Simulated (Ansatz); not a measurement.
# How thick a slab does the work function of Ca need?

Slabs of Ca from 1 to 13 layers are run on 3 faces. From which thickness on does the work function stay within 0.05 eV of the thickest slab's, and does that depend on the face?

How it was computed: Ansatz 0.2.0, plane waves with PAW datasets (its set soft_2), PBE; symmetric slabs at bulk places and the tabulated experimental lattice constant, 18 Å of vacuum, one k-mesh a face (spacing 0.16 Å⁻¹, 2π included), Fermi-Dirac smearing of 0.1 eV.

Results:

| layers | Ca(100) (eV) | Ca(110) (eV) | Ca(111) (eV) |
| --- | --- | --- | --- |
| 1 | 2.716 | 2.635 | 2.843 |
| 2 | 2.721 | 2.821 | 2.961 |
| 3 | 2.762 | 2.804 | 3.004 |
| 4 | 2.777 | 2.766 | 3.011 |
| 5 | 2.785 | 2.821 | 3.004 |
| 6 | 2.785 | 2.815 | 2.998 |
| 7 | 2.779 | 2.800 | 2.995 |
| 8 | 2.779 | 2.814 | 2.994 |
| 10 | 2.783 | 2.808 | 2.994 |
| 13 | 2.782 | 2.810 | 2.995 |

What this shows: Within 0.05 eV of the 13-layer value: Ca(100) from 3 layers on, Ca(110) from 2 layers on and Ca(111) from 2 layers on. In length between the outer atoms these thicknesses are 5.6 Å, 2.0 Å and 3.2 Å. From four layers on the values span 0.008 to 0.055 eV, most on Ca(110). Thirteen layers cost about 9 to 10 times the CPU time of four.

What the numbers leave out: The 13-layer slab is the reference and is itself not proved converged. Thicknesses missing from the table have no sound run at this vacuum, and where values alternate they could fall outside the band. The smearing damps swings with thickness. The slabs are unrelaxed and unreconstructed, and the CPU ratio is rough.
